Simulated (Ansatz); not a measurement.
# Li3FeSI2F, from a guessed structure to a relaxed one

Starting from a made-up structure for Li3FeSI2F, the aim is the relaxed cell, its shortest contacts and, where a second run follows, its electronic structure.

Main program and level: Ansatz 0.2.0; DFT, PBE, plane-wave PAW, files of the set soft_1, scalar-relativistic, ferromagnetic start, cell and ions relaxed at zero pressure; PAW set soft_1, in the first sound run; inputs show where later runs differ.

## 1. Starting point

Symmetry: P4/mmm, No. 123, tetragonal system. Conventional cell: a = 3.668 Å, b = 3.668 Å, c = 11.846 Å, α = 90.00°, β = 90.00°, γ = 90.00°. Nearest to I lie 5 Li at 2.59 to 2.74 Å and 1 Fe at 3.19 Å. Fe has 4 S at 2.59 Å and 2 I at 3.19 Å nearest. Nearest to S lie 4 Fe at 2.59 Å. Nearest to F lie 4 Li at 2.59 Å. Li has 4 I at 2.59 Å nearest. Nearest to Li lie 4 F at 2.59 Å and 2 I at 2.74 Å. Farther neighbours and most contacts between anions are not listed.

Coordinates:

```cif
data_structure
_symmetry_space_group_name_H-M 'P4/mmm'
_symmetry_Int_Tables_number 123
_cell_length_a 3.6680
_cell_length_b 3.6680
_cell_length_c 11.8460
_cell_angle_alpha 90.000
_cell_angle_beta 90.000
_cell_angle_gamma 90.000
_cell_volume 159.38
loop_
_atom_site_label
_atom_site_type_symbol
_atom_site_symmetry_multiplicity
_atom_site_Wyckoff_symbol
_atom_site_fract_x
_atom_site_fract_y
_atom_site_fract_z
_atom_site_occupancy
I1 I 2 g 0.00000 0.00000 0.73100 1
Fe1 Fe 1 a 0.00000 0.00000 0.00000 1
S1 S 1 c 0.50000 0.50000 0.00000 1
F1 F 1 d 0.50000 0.50000 0.50000 1
Li1 Li 2 h 0.50000 0.50000 0.73410 1
Li2 Li 1 b 0.00000 0.00000 0.50000 1
```

## 2. Relaxation of the guess

The guess takes its coordinates from another compound and its volume from a rule, so the cell and any free coordinates are relaxed together.

input.yaml reads:

```yaml
crystal:
  lattice:
    - [3.668, 0.0, 0.0]
    - [0.0, 3.668, 0.0]
    - [0.0, 0.0, 11.846]
  atoms:
    - { symbol: I, position: [0.0, 0.0, 0.731] }
    - { symbol: I, position: [0.0, 0.0, 0.269] }
    - { symbol: Fe, position: [0.0, 0.0, 0.0], spin: 3.0 }
    - { symbol: S, position: [0.5, 0.5, 0.0] }
    - { symbol: F, position: [0.5, 0.5, 0.5] }
    - { symbol: Li, position: [0.5, 0.5, 0.7341] }
    - { symbol: Li, position: [0.0, 0.0, 0.5] }
    - { symbol: Li, position: [0.5, 0.5, 0.2659] }
magnetization:
  spin_polarized: true
kpoints:
  mp_grid: { grid: [7, 7, 3] }
scf:
  occupations: { method: fermi_dirac, width: 0.05 }
hamiltonian:
  xc: pbe
  pseudopotentials: { kind: paw, azcp: { folder: soft_1 } }
relax:
  f_tol: 0.015
  max_steps: 70
  cell: {}
output:
  forces: true
  stress: true
```

Command:

```console
$ ansatz run input.yaml --threads 4 --pin off --max-ram 10240MiB --backend cpu --events-out ev --progress --plain --runs-dir out
```

Numbers of over 12 decimals in the logs are rounded to 6 here.

Output:

```text
Engine: ansatz 0.2.0, aarch64-unknown-linux-gnu
Pseudopotentials: kind: paw
Pseudopotential: I, paw, valence charge 17, recommended cutoff 420 eV (normal), soft_1/I.paw.azcp
Pseudopotential: Fe, paw, valence charge 16, recommended cutoff 420 eV (normal), soft_1/Fe.paw.azcp
Pseudopotential: S, paw, valence charge 6, recommended cutoff 420 eV (normal), soft_1/S.paw.azcp
Pseudopotential: F, paw, valence charge 7, recommended cutoff 420 eV (normal), soft_1/F.paw.azcp
Pseudopotential: Li, paw, valence charge 3, recommended cutoff 420 eV (normal), soft_1/Li.paw.azcp
Functional definition: PBE
  parameter kappa = 0.804
  parameter beta = 0.066725
  exchange = pbe_x(kappa = kappa, mu = beta*pi^2/3)
  correlation = pbe_c(beta = beta)
Crystal: 8 atoms, lattice volume = 159.379 Å³
Basis set: ecut = 420 eV, 3119 PW (Γ), exchange–correlation on 50×50×160 points (8 copies of the dense FFT grid, shifted against one another)
Bands: 46, of which v1, the nominal top of the filled ones, is band 36 counted from 1 (35 counted from 0)
Symmetry: 16 space group operations
Space group: P4/mmm (ITA 123), of the structure as read, at distance tolerance 5.4e-5 Å
Magnetic group: BNS 123.339 (UNI 999), of the structure as read, at distance tolerance 5.4e-5 Å
k-points: 20 of 147
Non-local potential: I, projectors of the file, l = 0: 2, l = 1: 2, l = 2: 2, l = 3: 1
Non-local potential: Fe, projectors of the file, l = 0: 3, l = 1: 2, l = 2: 3, l = 3: 1
Non-local potential: S, projectors of the file, l = 0: 2, l = 1: 2, l = 2: 1
Non-local potential: F, projectors of the file, l = 0: 2, l = 1: 2, l = 2: 1
Non-local potential: Li, projectors of the file, l = 0: 3, l = 1: 2, l = 2: 1
PAW form: soft (Blöchl's): semilocal exchange-correlation on the pseudo side does not see the compensation charge
PAW one-centre angular grid: I, 590 points (default); XC on 64 Gauss nodes
PAW one-centre angular grid: Fe, 590 points (default); XC on 64 Gauss nodes
PAW one-centre angular grid: S, 110 points (default); XC on 64 Gauss nodes
PAW one-centre angular grid: F, 110 points (default); XC on 64 Gauss nodes
PAW one-centre angular grid: Li, 110 points (default); XC on 96 Gauss nodes
Initial density: superposition of atomic densities (chi_scale 0.1, normalization cell, long waves of neutral atoms (reshape's long-wave potential 3.23 eV rms, cloud 2.67 Å wide))
Starting moments: Σ|m| = 3 μB on 1 of 8 sites
Initial wavefunctions: pseudopotential atomic-orbital guess
Functional: x = pbe(κ = 0.804, μ = 0.219515), c = pbe(β = 0.066725)
SCF iter   1: F=—  HF=-21842.538096 eV  |F-HF|=—  |Δ(HF+E_count)|=         —  Δρ=1.69e-1 (↑1.39e-1 ↓1.69e-1)  dr2=2.91e2  dr2_m=9.01e-1  M=2.033 μB ∫|m|=2.128 μB  β_m=0.30  ethr=3.10e-3  ⟨swp⟩=9.8  Hψ=8603  notcnv=0  defer=14
Mixer restart at iter 1: flushing history
preconditioner: auto → Kerker (q_TF=auto, 2.390 Å⁻¹)  [metal: Δε(μ)=0.014 eV  Ē_g=8.964 eV  σ=0.050 eV  W_gap=0.07  n_scr=36 (ndim 8)  ℏωp=18.1 eV  f_vac=0.000  D(μ)=12.04/eV (n_scr^D=128)]
spin=Collinear: Kerker preconditioning applied to the charge; magnetization (m = ρ↑ − ρ↓) channel mixes plain (no charge-response kernel on spin).
SCF iter   2: F=—  HF=-21837.705563 eV  |F-HF|=—  |Δ(HF+E_count)|=    4.83e0  Δρ=4.79e-2 (↑4.21e-2 ↓4.79e-2)  dr2=6.32e0  dr2_m=2.52e-1  M=3.355 μB ∫|m|=3.370 μB  β_m=0.27  ethr=3.10e-3  ⟨swp⟩=5.2  Hψ=5816  notcnv=0  defer=81
SCF iter   3: F=—  HF=-21836.225109 eV  |F-HF|=—  |Δ(HF+E_count)|=    1.48e0  Δρ=2.62e-2 (↑2.41e-2 ↓2.62e-2)  dr2=1.94e0  dr2_m=2.14e-1  M=3.389 μB ∫|m|=3.406 μB  β_m=0.64  ethr=3.10e-3  ⟨swp⟩=2.2  Hψ=3233  notcnv=0  defer=87
SCF iter   4: F=—  HF=-21836.071519 eV  |F-HF|=—  |Δ(HF+E_count)|=   1.54e-1  Δρ=1.80e-2 (↑9.75e-3 ↓1.80e-2)  dr2=8.41e-1  dr2_m=1.43e-1  M=3.793 μB ∫|m|=3.813 μB  β_m=0.77  ethr=2.70e-3  ⟨swp⟩=2.9  Hψ=3310  notcnv=0  defer=92
SCF iter   5: F=—  HF=-21836.187354 eV  |F-HF|=—  |Δ(HF+E_count)|=   1.16e-1  Δρ=1.00e-2 (↑1.00e-2 ↓4.74e-3)  dr2=2.74e-1  dr2_m=3.87e-2  M=3.836 μB ∫|m|=3.860 μB  β_m=0.79  ethr=1.17e-3  ⟨swp⟩=3.0  Hψ=3896  notcnv=0  defer=92
SCF iter   6: F=—  HF=-21836.092466 eV  |F-HF|=—  |Δ(HF+E_count)|=         —  Δρ=6.47e-3 (↑6.47e-3 ↓4.37e-3)  dr2=1.39e-1  dr2_m=3.26e-2  M=3.848 μB ∫|m|=3.885 μB  β_m=0.79  ethr=3.80e-4  ⟨swp⟩=2.8  Hψ=3879  notcnv=0  defer=92
SCF iter   7: F=—  HF=-21836.121301 eV  |F-HF|=—  |Δ(HF+E_count)|=   2.88e-2  Δρ=4.23e-3 (↑4.23e-3 ↓3.02e-3)  dr2=1.62e-1  dr2_m=4.37e-3  M=3.837 μB ∫|m|=3.864 μB  β_m=0.75  ethr=1.93e-4  ⟨swp⟩=2.4  Hψ=3213  notcnv=0  defer=94
SCF iter   8: F=—  HF=-21836.107442 eV  |F-HF|=—  |Δ(HF+E_count)|=   1.39e-2  Δρ=3.16e-3 (↑2.00e-3 ↓3.16e-3)  dr2=1.13e-1  dr2_m=2.59e-3  M=3.837 μB ∫|m|=3.867 μB  β_m=0.88  ethr=1.93e-4  ⟨swp⟩=1.9  Hψ=2141  notcnv=0  defer=94
SCF iter   9: F=—  HF=-21836.096680 eV  |F-HF|=—  |Δ(HF+E_count)|=   1.08e-2  Δρ=1.90e-3 (↑1.69e-3 ↓1.90e-3)  dr2=6.91e-2  dr2_m=2.09e-4  M=3.837 μB ∫|m|=3.866 μB  β_m=0.94  ethr=1.57e-4  ⟨swp⟩=2.6  Hψ=2289  notcnv=0  defer=94
SCF iter  10: F=—  HF=-21836.095572 eV  |F-HF|=—  |Δ(HF+E_count)|=   1.11e-3  Δρ=1.68e-3 (↑1.59e-3 ↓1.68e-3)  dr2=5.73e-2  dr2_m=4.64e-5  M=3.837 μB ∫|m|=3.867 μB  β_m=0.85  ethr=9.60e-5  ⟨swp⟩=1.2  Hψ=2014  notcnv=0  defer=91
SCF iter  11: F=—  HF=-21836.084212 eV  |F-HF|=—  |Δ(HF+E_count)|=   1.14e-2  Δρ=7.33e-4 (↑7.33e-4 ↓3.77e-4)  dr2=1.22e-2  dr2_m=1.96e-4  M=3.837 μB ∫|m|=3.865 μB  β_m=0.92  ethr=7.96e-5  ⟨swp⟩=3.2  Hψ=2619  notcnv=0  defer=92
SCF iter  12: F=—  HF=-21836.081677 eV  |F-HF|=—  |Δ(HF+E_count)|=   2.54e-3  Δρ=6.21e-4 (↑2.45e-4 ↓6.21e-4)  dr2=4.16e-3  dr2_m=1.31e-4  M=3.837 μB ∫|m|=3.866 μB  β_m=0.96  ethr=1.69e-5  ⟨swp⟩=1.4  Hψ=2167  notcnv=0  defer=92
SCF iter  13: F=—  HF=-21836.081307 eV  |F-HF|=—  |Δ(HF+E_count)|=   3.70e-4  Δρ=3.41e-4 (↑2.88e-4 ↓3.41e-4)  dr2=8.19e-4  dr2_m=2.20e-5  M=3.837 μB ∫|m|=3.866 μB  β_m=0.98  ethr=5.78e-6  ⟨swp⟩=2.0  Hψ=2291  notcnv=0  defer=92
SCF iter  14: F=—  HF=-21836.081314 eV  |F-HF|=—  |Δ(HF+E_count)|=   6.55e-6  Δρ=2.44e-4 (↑2.44e-4 ↓1.76e-4)  dr2=2.91e-4  dr2_m=5.50e-6  M=3.837 μB ∫|m|=3.866 μB  β_m=0.85  ethr=1.14e-6  ⟨swp⟩=2.0  Hψ=3333  notcnv=0  defer=92
SCF iter  15: F=—  HF=-21836.081241 eV  |F-HF|=—  |Δ(HF+E_count)|=   7.29e-5  Δρ=4.31e-5 (↑2.56e-5 ↓4.31e-5)  dr2=1.34e-5  dr2_m=3.48e-7  M=3.837 μB ∫|m|=3.866 μB  β_m=0.92  ethr=4.04e-7  ⟨swp⟩=2.0  Hψ=2872  notcnv=0  defer=92
SCF iter  16: F=—  HF=-21836.081184 eV  |F-HF|=—  |Δ(HF+E_count)|=   5.74e-5  Δρ=2.14e-5 (↑1.79e-5 ↓2.14e-5)  dr2=4.62e-6  dr2_m=1.96e-8  M=3.837 μB ∫|m|=3.866 μB  β_m=0.96  ethr=1.87e-8  ⟨swp⟩=2.0  Hψ=3203  notcnv=0  defer=90
[...]
relax step   5: F+E_penalty+E_count = -21836.69168789 eV  Δ(F+E_penalty+E_count) = -1.685e-1 eV  max|allowed force component| = 4.097e-1 eV/Å  Δτ_max = 0.1954 Å  P = -0.107 GPa  Ω = 155.596 Å³  energy of the carried Pulay correction = +1.523e-3 eV  (12 SCF iters, dr2 threshold 8.00e-7 eV, accepted)
[...]
relax step   6: F+E_penalty+E_count = -21836.81068528 eV  Δ(F+E_penalty+E_count) = -1.190e-1 eV  max|allowed force component| = 1.186e-1 eV/Å  Δτ_max = 0.1956 Å  P = +0.147 GPa  Ω = 155.396 Å³  energy of the carried Pulay correction = +1.604e-3 eV  (10 SCF iters, dr2 threshold 8.00e-7 eV, accepted)
[...]
relax step   7: F+E_penalty+E_count = -21836.84727511 eV  Δ(F+E_penalty+E_count) = -3.659e-2 eV  max|allowed force component| = 7.179e-2 eV/Å  Δτ_max = 0.0855 Å  P = -0.260 GPa  Ω = 159.690 Å³  energy of the carried Pulay correction = -1.238e-4 eV  (12 SCF iters, dr2 threshold 8.00e-7 eV, accepted)
[...]
relax step   8: F+E_penalty+E_count = -21836.84769498 eV  Δ(F+E_penalty+E_count) = -4.199e-4 eV  max|allowed force component| = 1.064e-1 eV/Å  Δτ_max = 0.0530 Å  P = +0.367 GPa  Ω = 157.820 Å³  energy of the carried Pulay correction = +6.232e-4 eV  (8 SCF iters, dr2 threshold 3.66e-7 eV, rejected (line search))
[...]
relax step   9: F+E_penalty+E_count = -21836.85154399 eV  Δ(F+E_penalty+E_count) = -4.269e-3 eV  max|allowed force component| = 2.568e-3 eV/Å  Δτ_max = 0.0263 Å  P = +0.007 GPa  Ω = 158.984 Å³  energy of the carried Pulay correction = +1.572e-4 eV  (14 SCF iters, accepted)
Initial wavefunctions: pseudopotential atomic-orbital guess (no wavefunctions were taken with the density)
iter 1 solved again at ethr=6.45e-7 eV; its pass at ethr=3.10e-3 eV (dr2=4.65e-4 eV) is discarded
SCF iter   1: F=—  HF=-21836.851252 eV  |F-HF|=—  |Δ(HF+E_count)|=         —  Δρ=4.85e-5 (↑4.85e-5 ↓4.77e-5)  dr2=4.87e-7  dr2_m=1.58e-7  M=3.837 μB ∫|m|=3.867 μB  β_m=0.65  ethr=6.45e-7  ⟨swp⟩=4.0  Hψ=13946  notcnv=0
eigensolver tolerance schedule: the retry pair's looser diagonalisation over-reported the residual by 953.27 of it (diagonalisation noise at 0.25 of the residual, at the tolerance the schedule requests for it); recorded, not acted on — ethr = c·dr2/N_el stays at c = 1.0e-1
preconditioner: auto → Kerker (q_TF=auto, 2.022 Å⁻¹)  [metal: Δε(μ)=0.027 eV  Ē_g=9.036 eV  σ=0.050 eV  W_gap=0.13  n_scr=26 (ndim 8)  ℏωp=17.7 eV  f_vac=0.017  D(μ)=2.85/eV (n_scr^D=18)]
spin=Collinear: Kerker preconditioning applied to the charge; magnetization (m = ρ↑ − ρ↓) channel mixes plain (no charge-response kernel on spin).
SCF iter   2: F=—  HF=-21836.851529 eV  |F-HF|=—  |Δ(HF+E_count)|=   2.78e-4  Δρ=1.74e-5 (↑1.74e-5 ↓1.70e-5)  dr2=6.31e-8  dr2_m=1.96e-8  M=3.837 μB ∫|m|=3.867 μB  β_m=0.65  ethr=6.76e-10  ⟨swp⟩=3.0  Hψ=3527  notcnv=0
SCF iter   3: F=—  HF=-21836.851569 eV  |F-HF|=—  |Δ(HF+E_count)|=   4.02e-5  Δρ=1.19e-6 (↑8.83e-7 ↓1.19e-6)  dr2=2.75e-9  dr2_m=1.91e-10  M=3.837 μB ∫|m|=3.867 μB  β_m=0.62  ethr=8.77e-11  ⟨swp⟩=2.0  Hψ=3115  notcnv=0
SCF iter   4: F=—  HF=-21836.851556 eV  |F-HF|=—  |Δ(HF+E_count)|=   1.35e-5  Δρ=5.48e-7 (↑3.11e-7 ↓5.48e-7)  dr2=5.32e-10  dr2_m=1.03e-10  M=3.837 μB ∫|m|=3.867 μB  β_m=0.81  ethr=3.82e-12  ⟨swp⟩=2.0  Hψ=3254  notcnv=0
SCF iter   5: F=—  HF=-21836.851556 eV  |F-HF|=—  |Δ(HF+E_count)|=   1.08e-9  Δρ=2.81e-7 (↑1.23e-7 ↓2.81e-7)  dr2=2.89e-10  dr2_m=1.60e-11  M=3.837 μB ∫|m|=3.867 μB  β_m=0.91  ethr=1.00e-12  ⟨swp⟩=2.3  Hψ=3157  notcnv=0
SCF iter   6: F=—  HF=-21836.851556 eV  |F-HF|=—  |Δ(HF+E_count)|=  1.16e-10  Δρ=2.54e-7 (↑2.54e-7 ↓1.21e-7)  dr2=1.30e-10  dr2_m=1.05e-11  M=3.837 μB ∫|m|=3.867 μB  β_m=0.77  ethr=1.00e-12  ⟨swp⟩=2.1  Hψ=3303  notcnv=0
SCF iter   7: F=-21836.851556 eV  HF=-21836.851556 eV  |F-HF|=3.27e-11  |Δ(HF+E_count)|=  2.91e-11  Δρ=3.93e-8 (↑2.94e-8 ↓3.93e-8)  dr2=3.43e-11  dr2_m=6.45e-13  M=3.837 μB ∫|m|=3.867 μB  ethr=1.00e-12  ⟨swp⟩=3.1  Hψ=5938  notcnv=0
SCF 10 converged in 7 iterations: F = -21836.851556 eV  dr2 = 3.43e-11
relax step  10: F+E_penalty+E_count = -21836.85155584 eV  Δ(F+E_penalty+E_count) = -1.185e-5 eV  max|allowed force component| = 2.517e-3 eV/Å  Δτ_max = 0.0000 Å  P = +0.005 GPa  Ω = 158.984 Å³  stress off target by 6.76e-3 GPa  SCF on the basis re-selected at this cell (its energy is not comparable with the rows above)  (7 SCF iters)
basis re-selected at this cell: Δ(F+E_penalty+E_count) = -1.185e-5 eV, ΔP = -0.002 GPa vs the last step (what re-selecting the basis moved, of the pressure what is left beyond the Pulay correction that the steps carried, after the strain that the cell walked since its last selection, with what the two solves' SCF thresholds leave and, on support functions, any second-order correction that the steps lacked; it is no m [...]
SCF converged after 7 iterations
Magnetization: 3.8368 μB (37.9184 up, 34.0816 down)
Absolute magnetization: 3.8669 μB (∫|ρ↑−ρ↓|, with the PAW one-centre terms)
Spin contamination: 0.0279 ħ² per cell (⟨S²⟩ above its minimum at these occupations)
Per-site moments (μB) at R_I (Å): [(0.013908, 1.120878), (0.013908, 1.120878), (3.352331, 1.076229), (0.207871, 1.076229), (0.00246631, 0.765328), (6.434944484457417e-5, 0.765328), (0.00934166, 1.076229), (6.434944484446852e-5, 0.765328)]
Free energy (F): -21836.851556 eV
Harris-Foulkes:  -21836.851556 eV  (|F-HF|=3.27e-11)
Internal energy: -21836.828364 eV  (E = F + TS)
E sigma→0 (E₀):  -21836.839960 eV
Entropy (-TS):   -0.023191 eV (-2.899 meV/atom)
Fermi energy:    7.148598 eV
--- Per-component energies (eV) ---
  E_band       = -1425.160827
  E_kinetic    = 994.041049
  E_local      = -8759.726706  (includes V_loc(G=0)·N_el)
  E_nonlocal   = 594.144045
  E_hartree    = 3725.133894
  E_xc         = -516.332865
  E_vxc        = -576.373986  (∫ρ·V_xc dr)
  E_paw        = -11841.514682  (= ΣΔE_a)
  E_vpaw       = -1127.508223  (= ΣTr[D̂ρ^β])
  E_aug_tail   = -0.004553  (compensation charges beyond the density's cutoff)
  E_ewald      = -6032.568547
  E_smearing   = -0.023191  (= −TS)
  E_closure    = 0.000000  (closes the sum)
  Σ components = -21836.851556   (vs F -21836.851556, Δ=0.00e0)
--- Forces (eV/Å), atoms counted from 1 ---
  atom   1  I      0.00000000     0.00000000     0.00118528
  atom   2  I     -0.00000000     0.00000000    -0.00118528
  atom   3  Fe     0.00000000     0.00000000     0.00000000
  atom   4  S     -0.00000000    -0.00000000     0.00000000
  atom   5  F     -0.00000000     0.00000000     0.00000000
  atom   6  Li     0.00000000     0.00000000    -0.00251659
  atom   7  Li    -0.00000000     0.00000000     0.00000000
  atom   8  Li    -0.00000000     0.00000000     0.00251659
  max |Σ_I F_I| component: 4.34e-19 eV/Å
--- Stress (GPa, compression-positive) ---
        0.006760       0.000000       0.000000
        0.000000       0.006760      -0.000000
        0.000000       0.000000       0.001690
  P = ⅓ Tr σ = 0.0051 GPa (0.051 kbar)
--- Relaxed structure (9 steps of the walk, 8 accepted, 1 SCFs on fresh bases) ---
  F+E_penalty+E_count = -21836.85155584 eV   max|allowed force component| = 2.517e-3 eV/Å   (the final SCF, on the basis selected at the relaxed cell)
  cell:  # Å, volume = 158.9842 Å³
    - [3.689740, 0, 0.0]
    - [0, 3.689740, 0.0]
    - [0.0, 0.0, 11.677838]
  atoms:
    - { symbol: I, position: [0, 0, 0.732687] }
    - { symbol: I, position: [0, 0, 0.267313] }
    - { symbol: Fe, position: [0, 0, -2.8830295824154477e-19] }
    - { symbol: S, position: [0.500000, 0.500000, -2.8830295824154477e-19] }
    - { symbol: F, position: [0.500000, 0.500000, 0.5] }
    - { symbol: Li, position: [0.500000, 0.500000, 0.658877] }
    - { symbol: Li, position: [0, 0, 0.5] }
    - { symbol: Li, position: [0.500000, 0.500000, 0.341123] }
```

Elapsed: 69 s, on 4 threads of Arm Neoverse V1, shared host; peak memory 0.67 GiB; 4.4 min of CPU time.

Step by step:

| step | energy less that of the first step (eV) | largest force component (eV/Å) | pressure (GPa) | volume (Å³) |
| --- | --- | --- | --- | --- |
| 1 | 0.0000 | 0.3491 | 0.80 | 159.38 |
| 2 | -0.1540 | 0.1701 | 0.20 | 158.46 |
| 3 | -0.2842 | 0.3513 | 0.02 | 156.59 |
| 4 | -0.4420 | 0.4558 | -0.16 | 156.15 |
| 5 | -0.6105 | 0.4097 | -0.11 | 155.60 |
| 6 | -0.7295 | 0.1186 | 0.15 | 155.40 |
| 7 | -0.7661 | 0.0718 | -0.26 | 159.69 |
| 8 | -0.7665 | 0.1064 | 0.37 | 157.82 |
| 9 | -0.7704 | 0.0026 | 0.01 | 158.98 |
| 10* | -0.7704 | 0.0025 | 0.01 | 158.98 |

Relaxation steps marked * repeat the geometry before them on a plane-wave basis chosen anew for their cell, so energy and pressure can jump there. Relaxation step 8 was tried and not accepted.

The run keeps the 16 symmetry operations that it works with, so distortions that break them were not tested.

| conventional cell, symmetrised | before | after | change |
| --- | --- | --- | --- |
| a (Å) | 3.668 | 3.690 | +0.6 % |
| b (Å) | 3.668 | 3.690 | +0.6 % |
| c (Å) | 11.846 | 11.678 | -1.4 % |
| volume (Å³/atom) | 19.92 | 19.87 | -0.2 % |

The atoms that moved most (Å, as changes of fractional coordinates times the final cell):

| atom | dx | dy | dz | length |
| --- | --- | --- | --- | --- |
| Li8 | 0.000 | 0.000 | 0.878 | 0.878 |
| Li6 | 0.000 | 0.000 | -0.878 | 0.878 |
| I1 | 0.000 | 0.000 | 0.020 | 0.020 |
| I2 | 0.000 | 0.000 | -0.020 | 0.020 |

This step gave:

* free energy: -21836.8516 eV
* energy at zero smearing: -21836.8400 eV
* smearing term TS: 0.02319 eV
* Fermi energy: 7.149 eV
* magnetization: 3.837 μB
* absolute magnetization: 3.867 μB
* site moments: 0.01391, 0.01391, 3.352, 0.2079, 0.002466, 6.43e-5, 0.009342, 6.43e-5 μB
* electrons: 72
* symmetry operations: 16
* pressure: 0.005070 GPa

Site moment by atom:

| atom | site moment (μB) |
| --- | --- |
| I1 | 0.01 |
| I2 | 0.01 |
| Fe3 | 3.35 |
| S4 | 0.21 |
| F5 | 0.00 |
| Li6 | 0.00 |
| Li7 | 0.01 |
| Li8 | 0.00 |

The shortest distance of each pair, which need not be the same contact before and after:

| pair | guess (Å) | relaxed (Å) |
| --- | --- | --- |
| F–Li | 2.594 | 1.855 |
| Fe–S | 2.594 | 2.609 |
| I–Li | 2.594 | 2.717 |
| Fe–I | 3.187 | 3.122 |
| Li–Li | 3.668 | 3.201 |

The relaxation ends with a largest force component of 0.0025 eV/Å and a pressure of 0.01 GPa.

[end of part 1 of 2]

[Logs are printed without paths, hosts, clocks, repeated set-up lines and the standing remarks that a program may print on its own settings, such as how far it seeks lower states.]

[Hosts, paths, dates, database ids (printed as entryN), source tags and the programs' standing remarks are cut or masked in the printed files.]
